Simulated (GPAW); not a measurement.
# Core-hole calculation of the O K edge in PbO (Litharge, P4/nmm), part 2 of 3

What does one-electron theory with a core hole give for the O K edge of PbO (Litharge, P4/nmm)?

GPAW 26.7.0; X-ray absorption from dipole matrix elements to empty bands, plane-wave PAW RPBE.

So far. Step 2 (The field without a hole): The mesh shows a gap of 1.19 eV, so the hole is first treated in a charged cell, without the excited electron. Step 3 (Spectrum without a core hole, O atom 3): Main maxima below 24 eV (height): 2.1 eV (2.61), 4.3 eV (1.42), 6.1 eV (2.59) and 15.8 eV (1.22). A K edge sees empty p states on the absorber.

The database entry behind the starting cell differs from later determinations by our own check (an axis about 0.4 % long against later determinations), so it need not match the best structure at ambient conditions.

## 5. Spectrum with FCH, O atom 3

The holes are 7.5 Å apart. In GPAW the data set carries the hole's charge, so charge=0 means a charged cell and charge=-1 a neutral one. The excited electron is left out and a uniform background balances the charge. After the field has converged, empty bands are computed with the density fixed and the dipole matrix elements are summed.

Input file xas.py:

```python
import numpy as np
from ase import Atoms
from ase.parallel import parprint, paropen
from gpaw import GPAW, PW, FermiDirac, Mixer, MixerDif, setup_paths
from gpaw.test import gen
setup_paths.insert(0, '.')
gen('O', name='fch1s', xcname='RPBE', corehole=(1, 0, 1), write_xml=True)
from gpaw.mpi import world
world.barrier()

atoms = Atoms('Pb8O8',
    cell=[[3.99, 3.99, 5.01],
     [-3.99, 3.99, -5.01],
     [-3.99, 3.99, 5.01]],
    scaled_positions=[[0.25, 0.62, 0.13],
     [0.75, 0.12, 0.13],
     [0.25, 0.12, 0.63],
     [0.75, 0.62, 0.63],
     [0.25, 0.13, 0.12],
     [0.75, 0.63, 0.12],
     [0.25, 0.63, 0.62],
     [0.75, 0.13, 0.62],
     [0.5, 0.25, 0.75],
     [0, 0.75, 0.75],
     [0.5, 0.75, 0.25],
     [0, 0.25, 0.25],
     [0, 0, 0],
     [0.5, 0.5, 0],
     [0, 0.5, 0.5],
     [0.5, 0, 0.5]],
    pbc=True)
atoms.calc = calc = GPAW(legacy_gpaw=True, mode=PW(500), xc='RPBE', setups={8: 'fch1s'},
    kpts={'size': (3, 3, 3), 'gamma': True}, occupations=FermiDirac(0.02),
    charge=0, mixer=Mixer(0.1, 5, 50), maxiter=150,
    convergence={'density': 0.0001}, txt='scf.txt')
energy = atoms.get_potential_energy() + calc.get_reference_energy()
ef = calc.get_fermi_level()
out = dict(energy=energy, fermi=ef, forces=atoms.get_forces().tolist())
parprint(f'all-electron energy {energy:.4f} eV, Fermi level {ef:.4f} eV')
ev = np.array([[calc.get_eigenvalues(k, s) for k in range(len(calc.get_ibz_k_points()))] for s in range(calc.get_number_of_spins())])
out['homo'], out['lumo'], out['counts'] = ev[ev < ef].max(), ev[ev > ef].min(), sorted(set((ev < ef).sum((0, 2)).tolist()))
out['filled'] = (ev[:, 0] < ef).sum(1).tolist()

from ase.units import Ha
from gpaw.xas import dipole_matrix_elements
nb = int(calc.get_number_of_electrons() / 2) + 192
top, nb = nb, nb + 8 + nb // 12
nscf = calc.fixed_density(kpts={'size': (4, 4, 4), 'gamma': True}, nbands=nb,
    convergence={'bands': top, 'eigenstates': 1e-5}, maxiter=60, txt='nscf.txt')
cell = atoms.cell.array
ops = [cell.T @ U.T @ np.linalg.inv(cell.T) for U in nscf.wfs.kd.symmetry.op_scc]
filled = [80]  # bands filled in the ground state, by spin
E = np.arange(-6, 34, 0.1)
fwhm = np.interp(E, [4, 25], [0.9, 3.5])
Y, X, zero, highest = 0, 0, 1e9, 1e9
for spin in range(nscf.get_number_of_spins()):
    wfs = nscf.wfs
    A = dipole_matrix_elements(wfs.setups[8])
    eps = np.zeros((wfs.kd.nibzkpts, nb))
    d = np.zeros((3, A.shape[1], wfs.kd.nibzkpts, nb), complex)
    for kpt in wfs.kpt_u:
        if kpt.s == spin and 8 in kpt.P_ani:
            eps[kpt.k] = kpt.eps_n * Ha
            d[:, :, kpt.k] = (kpt.weight * wfs.nspins / 2) ** 0.5 * np.inner(A, kpt.P_ani[8])
    world.sum(eps)
    world.sum(d)
    T = np.einsum('amkn,bmkn->abkn', d, d.conj()).real
    T = sum(np.einsum('ai,ijkn,bj->abkn', R, T, R) for R in ops) / len(ops)
    empty = np.ones_like(eps, bool) & (np.arange(nb) >= filled[spin])
    zero, highest = min(zero, eps[empty].min()), min(highest, eps[:, top - 1].min())
    lines = [(eps, T, empty)] if spin == 0 else lines + [(eps, T, empty)]
for eps, T, empty in lines:
    f = np.einsum('aakn->akn', T).reshape(3, -1)
    x = eps.ravel() - zero
    w = np.interp(x, E, fwhm) / 2.35482
    g = np.exp(-0.5 * ((E[:, None] - x) / w) ** 2) / (w * (2 * np.pi) ** 0.5)
    Y = Y + (f * empty.ravel()) @ g.T
    X = X + (f * ~empty.ravel()) @ g.T
out.update(E=E.round(2).tolist(), xas=Y.tolist(), xes=X.tolist(), zero=zero, valid=highest - zero, nk=len(eps), nb=nb)
for i in range(0, len(E), 10):
    parprint(f'{E[i]:7.2f}', *(f'{v:10.3e}' for v in Y[:, i]))
import json
with paropen('out.json', 'w') as f:
    json.dump(out, f)
```

On the command line:

```console
> OMP_NUM_THREADS=1 mpirun -n 4 gpaw python xas.py
```

Numbers of over 12 decimals in the logs are rounded to 6 here.

Log:

```text
Input parameters:
  convergence: {density: 0.0001}
  kpts: {gamma: True,
         size: (3, 3, 3)}
  maxiter: 150
  mixer: {backend: pulay,
          beta: 0.1,
          method: separate,
          nmaxold: 5,
          weight: 50}
  mode: {ecut: 500.0,
         name: pw}
  occupations: {fixmagmom: False,
                name: fermi-dirac,
                width: 0.02}
  setups: {8: fch1s}
  xc: RPBE

Initialize ...

[... PAW data sets ...]

Reference energy: -4554108.763751  # eV

Spin-paired calculation

[... convergence settings ...]
Symmetries present (total): 2
  [... symmetry matrices ...]

27 k-points: 3 x 3 x 3 Monkhorst-Pack grid
10 k-points in the irreducible part of the Brillouin zone
       k-points in crystal coordinates                weights
   0:     0.00000000    0.00000000    0.00000000          1/27
   1:     0.00000000    0.33333333    0.33333333          2/27
   2:     0.33333333   -0.33333333    0.00000000          4/27
   3:     0.33333333   -0.33333333    0.33333333          2/27
   4:     0.33333333    0.00000000   -0.33333333          2/27
   5:     0.33333333    0.00000000    0.00000000          2/27
   6:     0.33333333    0.00000000    0.33333333          4/27
   7:     0.33333333    0.33333333   -0.33333333          4/27
   8:     0.33333333    0.33333333    0.00000000          2/27
   9:     0.33333333    0.33333333    0.33333333          4/27

Wave functions: Plane wave expansion
  Cutoff energy: 500.000 eV
  Number of coefficients (min, max): 8082, 8119
  Pulay-stress correction: 0.000000 eV/Ang^3 (de/decut=0.000000)
  Using FFTW library
  Wavefunction extrapolation:
    Improved wavefunction reuse through dual PAW basis

Occupation numbers: Fermi-Dirac:
  width: 0.0200  # eV

Eigensolver
   Davidson(niter=2)

Densities:
  Coarse grid: 40*40*40 grid
  Fine grid: 80*80*80 grid
  Total Charge: 1.000000

Density mixing:
  Method: separate
  Backend: pulay
  Linear mixing parameter: 0.1
  old densities: 5
  Width of damping distribution: 1.1
  Damping of long wavelength oscillations: 50

[... Hamiltonian set-up ...]
Number of atoms: 16
Number of atomic orbitals: 104
Number of bands in calculation: 100
Number of valence electrons: 160
Bands to converge: occupied

... initialized

Initializing position-dependent things.

Density initialized from atomic densities
Creating initial wave functions:
  100 bands from LCAO basis set

                         Pb
                    O
                     Pb O

                   Pb        Pb

               Pb        Pb
           O        O
                       Pb
              O         O
                  OPb
                     O

Atomic positions and initial magnetic moments

Positions:
   0 Pb    -1.995000    3.990000   -1.202400    ( 0.0000,  0.0000,  0.0000)
   1 Pb     1.995000    3.990000    3.807600    ( 0.0000,  0.0000,  0.0000)
   2 Pb    -1.995000    3.990000    3.807600    ( 0.0000,  0.0000,  0.0000)
   3 Pb    -1.995000    7.980000    3.807600    ( 0.0000,  0.0000,  0.0000)
   4 Pb    -0.000000    1.995000    1.202400    ( 0.0000,  0.0000,  0.0000)
   5 Pb    -0.000000    5.985000    1.202400    ( 0.0000,  0.0000,  0.0000)
   6 Pb    -3.990000    5.985000    1.202400    ( 0.0000,  0.0000,  0.0000)
[...]
13 O      0.000000    3.990000    0.000000    ( 0.0000,  0.0000,  0.0000)
  14 O     -3.990000    3.990000    0.000000    ( 0.0000,  0.0000,  0.0000)
  15 O      0.000000    3.990000    5.010000    ( 0.0000,  0.0000,  0.0000)

Unit cell:
           periodic     x           y           z      points  spacing
  1. axis:    yes    3.990000    3.990000    5.010000    40     0.1411
  2. axis:    yes   -3.990000    3.990000   -5.010000    40     0.1561
  3. axis:    yes   -3.990000    3.990000    5.010000    40     0.1561

  Lengths:   7.545880   7.545880   7.545880
  Angles:   83.201882  63.844150 116.155850

Effective grid spacing dv^(1/3) = 0.1708

iter:   1  -132.029902
iter:   2  -117.299285   -0.44  -0.97
iter:   3  -105.141891   -0.24  -1.09
iter:   4  -104.876445   -1.18  -1.38
iter:   5  -104.559465   -1.78  -1.47
iter:   6  -104.849285   -1.03  -1.57
iter:   7  -104.327004   -1.79  -1.76
iter:   8  -104.327063   -2.64  -2.31
iter:   9  -104.324173c  -3.30  -2.48
iter:  10  -104.324802c  -4.19  -2.78
iter:  11  -104.326007c  -4.41  -2.87
iter:  12  -104.326523c  -4.63  -3.04
iter:  13  -104.326395c  -4.89  -3.25
iter:  14  -104.326451c  -5.12  -3.35
iter:  15  -104.326325c  -5.57  -3.43
iter:  16  -104.326256c  -5.28  -3.64
iter:  17  -104.326260c  -6.33  -3.90
iter:  18  -104.326262c  -7.10  -3.99
iter:  19  -104.326264c  -7.42c -4.19c

Converged after 19 iterations.

Dipole moment: (33.639267, -33.639267, 0.670120) |e|*Ang

Energy contributions relative to reference atoms: (reference = -4554108.763751)

Kinetic:       +158.927462
Potential:     -170.382412
External:        +0.000000
XC:             -92.246458
Entropy (-ST):   -0.000000
Local:           -0.624855
SIC:             +0.000000
--------------------------
Free energy:   -104.326264
Extrapolated:  -104.326264

Showing only first 2 kpts
 Kpt  Band  Eigenvalues  Occupancy
  0    78      4.89332    2.00000
  0    79      5.78644    2.00000
  0    80      6.91174    0.00000
  0    81      7.12255    0.00000

  1    78      4.90444    2.00000
  1    79      5.64990    2.00000
  1    80      7.88767    0.00000
[...]
Fermi level: 6.41911

Gap: 1.125 eV
Transition (v -> c):
  (s=0, k=0, n=79, [0.00, 0.00, 0.00]) -> (s=0, k=0, n=80, [0.00, 0.00, 0.00])
No difference between direct/indirect transitions

Forces in eV/Ang:
  0 Pb   -0.00018    0.07449   -0.23043
  1 Pb    0.00018   -0.07449   -0.23042
  2 Pb   -0.00103   -1.53645   -0.48766
  3 Pb    0.00103    1.53645   -0.48766
  4 Pb   -1.53645   -0.00103    0.48766
  5 Pb   -0.07449    0.00018    0.23042
  6 Pb    0.07449   -0.00018    0.23043
[...]
13 O     0.52076   -0.52076    0.00000
 14 O    -0.52070   -0.52070    0.00000
 15 O    -0.52076    0.52076   -0.00000
Scalar-relativistic atomic RPBE calculation for O (Oxygen, Z=8)
Core hole in 1s state (1s occupation: 1.0)
300 radial gridpoints.
|------------------------------------------------|
|------------------------------------------------|
[... the atom generator's iteration count ...]

Energy contributions:
-------------------------
Kinetic:      +54.543610
XC:            -6.285798
Potential:   -102.930262
-------------------------
Total:        -54.672450

state      eigenvalue         ekin         rmax
-----------------------------------------------
1s^1.0 :   -21.912445    31.075270        0.126
2s^2.0 :    -1.612178     4.122582        0.796
2p^4.0 :    -1.060635     3.805794        0.687
-----------------------------------------------
(units: Bohr and Hartree)

Generating PAW setup
Kinetic energy of the core from tauc = 31.100918
Cutoffs:
rc(s)=1.300
rc(p)=1.130
rc(d)=1.170
rc(vbar)=1.300
rc(comp)=1.260
rc(nct)=1.300

Kinetic energy of the core states: 31.075270
Charge: 1.0
Core electrons: 1.0
Valence electrons: 6.0
Pseudo-core charge: 0.000186
Shape function alpha=6.299
Pseudo-electron charge 5.293378
state    eigenvalue         norm
--------------------------------
2s(2) :    -1.612178     1.066371
*s    :    -0.612178
2p(4) :    -1.060635     0.790113
*p    :    -0.060635
*d    :     0.000000
--------------------------------

Diagonalizing with gridspacing h=0.050

state   all-electron     PAW
-------------------------------
2s:      -1.612178    -1.613629
2p:      -1.060635    -1.066899
*d:                   -0.062946
*f:                   -0.013567
-------------------------------
all-electron energy -4554213.0900 eV, Fermi level 6.4191 eV
[...]
31.00  6.077e-05  6.077e-05  4.223e-05
  32.00  5.533e-05  5.533e-05  3.877e-05
  33.00  5.104e-05  5.104e-05  3.956e-05
```

The job ended after 9.6 min (4 MPI ranks of Arm Neoverse V2, shared host; peak memory 0.77 GiB).

The O K spectrum, O atom 3, full core hole (charged cell) (energy from the lowest empty level; intensity scaled to a mean of 1 over the first 20 eV; polarised curves are means over the symmetry-equivalent atoms):

```tsv
E (eV)	isotropic	ε ⊥ c	ε ∥ c
-2.0	0.00	0.00	0.00
-1.5	0.00	0.00	0.00
-1.0	0.00	0.00	0.00
-0.5	0.00	0.00	0.00
0.0	0.04	0.04	0.05
0.5	0.36	0.27	0.52
1.0	1.38	1.08	1.97
1.5	2.22	2.04	2.58
2.0	2.00	2.12	1.74
2.5	1.29	1.40	1.07
3.0	0.88	0.87	0.88
3.5	1.11	1.13	1.07
4.0	1.52	1.71	1.15
4.5	1.74	2.04	1.13
5.0	1.90	2.13	1.44
5.5	2.03	2.02	2.05
6.0	1.62	1.48	1.90
6.5	0.95	0.87	1.10
7.0	0.53	0.51	0.57
7.5	0.46	0.47	0.44
8.0	0.48	0.50	0.43
8.5	0.44	0.47	0.37
9.0	0.38	0.44	0.28
9.5	0.36	0.43	0.22
10.0	0.39	0.47	0.22
10.5	0.50	0.60	0.30
11.0	0.69	0.80	0.46
11.5	0.87	0.98	0.66
12.0	0.98	1.04	0.85
12.5	0.99	1.01	0.95
13.0	0.97	0.98	0.95
13.5	0.99	1.02	0.94
14.0	1.09	1.14	0.99
14.5	1.23	1.28	1.14
15.0	1.34	1.35	1.33
15.5	1.37	1.31	1.47
16.0	1.30	1.20	1.50
16.5	1.16	1.04	1.40
17.0	0.97	0.86	1.21
17.5	0.79	0.69	0.98
18.0	0.64	0.57	0.78
18.5	0.55	0.50	0.64
19.0	0.53	0.50	0.59
19.5	0.56	0.53	0.62
20.0	0.61	0.57	0.69
20.5	0.67	0.62	0.77
21.0	0.71	0.65	0.85
21.5	0.75	0.67	0.91
22.0	0.79	0.70	0.97
22.5	0.82	0.72	1.04
23.0	0.86	0.74	1.10
23.5	0.90	0.77	1.16
24.0	0.93	0.81	1.19
24.5	0.97	0.86	1.18
25.0	1.00	0.93	1.14
25.5	1.04	1.02	1.07
26.0	1.08	1.11	1.01
26.5	1.13	1.20	0.97
27.0	1.17	1.28	0.95
27.5	1.20	1.33	0.95
28.0	1.21	1.34	0.95
28.5	1.20	1.33	0.95
29.0	1.18	1.30	0.94
29.5	1.14	1.25	0.90
30.0	1.08	1.20	0.86
30.5	1.03	1.14	0.81
31.0	0.98	1.09	0.76
31.5	0.93	1.04	0.72
32.0	0.89	0.99	0.70
```

Main maxima below 24 eV (height): 1.6 eV (2.24), 5.4 eV (2.05) and 15.4 eV (1.37). 

The hole costs E(hole) − E(ground) = 531.19 eV, and the lowest empty level of the hole cell on the spectrum's mesh lies at 6.91 eV, which puts the zero at 538.10 eV. One term is added: -8.91 eV, since the hole is spin-paired here and a spin-polarised one costs that much less in the free atom (computed apart). The photon energy is then 529.19 eV. The functional and the charged cell's background leave an error of a few eV in such absolute values.

## 6. Reference energy of the cell

The cell and mesh change for the next run, so it gets a reference energy of its own.

Input file scf.py:

```python
import numpy as np
from ase import Atoms
from ase.parallel import parprint, paropen
from gpaw import GPAW, PW, FermiDirac, Mixer, MixerDif, setup_paths
from gpaw.test import gen
setup_paths.insert(0, '.')
gen('O', name='nch1s', xcname='RPBE', corehole=(1, 0, 0), write_xml=True)
from gpaw.mpi import world
world.barrier()

atoms = Atoms('Pb2O2',
    cell=[[3.99, 0, 0],
     [0, 3.99, 0],
     [0, 0, 5.01]],
    scaled_positions=[[0.5, 0, 0.76],
     [0, 0.5, 0.24],
     [0.5, 0.5, 0],
     [0, 0, 0]],
    pbc=True)
atoms.calc = calc = GPAW(legacy_gpaw=True, mode=PW(500), xc='RPBE', setups={2: 'nch1s'},
    kpts={'size': (5, 5, 4), 'gamma': True}, occupations=FermiDirac(0.02),
    charge=0, mixer=Mixer(0.1, 5, 50), maxiter=150,
    convergence={'density': 0.0001}, txt='scf.txt')
energy = atoms.get_potential_energy() + calc.get_reference_energy()
ef = calc.get_fermi_level()
out = dict(energy=energy, fermi=ef, forces=atoms.get_forces().tolist())
parprint(f'all-electron energy {energy:.4f} eV, Fermi level {ef:.4f} eV')
ev = np.array([[calc.get_eigenvalues(k, s) for k in range(len(calc.get_ibz_k_points()))] for s in range(calc.get_number_of_spins())])
out['homo'], out['lumo'], out['counts'] = ev[ev < ef].max(), ev[ev > ef].min(), sorted(set((ev < ef).sum((0, 2)).tolist()))
out['filled'] = (ev[:, 0] < ef).sum(1).tolist()
import json
with paropen('out.json', 'w') as f:
    json.dump(out, f)
```

On the command line:

```console
> OMP_NUM_THREADS=1 mpirun -n 4 gpaw python scf.py
```

Log:

```text
Input parameters:
  convergence: {density: 0.0001}
  kpts: {gamma: True,
         size: (5, 5, 4)}
  maxiter: 150
  mixer: {backend: pulay,
          beta: 0.1,
          method: separate,
          nmaxold: 5,
          weight: 50}
  mode: {ecut: 500.0,
         name: pw}
  occupations: {fixmagmom: False,
                name: fermi-dirac,
                width: 0.02}
  setups: {2: nch1s}
  xc: RPBE

Initialize ...

[...]
2s(2) :    -0.883499     1.082694
*s    :     0.116501
2p(4) :    -0.330146     0.880085
*p    :     0.669854
*d    :     0.000000
--------------------------------

Diagonalizing with gridspacing h=0.050

state   all-electron     PAW
-------------------------------
2s:      -0.883499    -0.884611
2p:      -0.330146    -0.333898
*d:                    0.049600
*f:                    0.077138
-------------------------------
all-electron energy -1138686.0770 eV, Fermi level 6.2460 eV
[key lines of the parts left out:]
Converged after 17 iterations.
Dipole moment: (0.000000, 0.000000, -0.000000) |e|*Ang
Free energy:    -20.069378
Fermi level: 6.24604
```

Run time: 7.9 s. Hardware: 4 MPI ranks; peak memory 0.18 GiB; 31 s of CPU time.

[end of part 2 of 3]

[Banner, clock and machine lines of the logs are left out without a mark of their own.]

[Logs are printed without paths, hosts, clocks, repeated set-up lines and the standing remarks that a program may print on its own settings, such as how far it seeks lower states.]

[Hosts, paths, dates, database ids (printed as entryN), source tags and the programs' standing remarks are cut or masked in the printed files.]

[Lists of maxima count a maximum above −3 eV only where it reaches 4 % of the highest in the window and stands out from its surroundings by 2 % of it (1.5 % where it reaches 55 %); shoulders and weaker maxima are passed over, and of the rest the first, up to two pre-edge ones and the few strongest are named.]
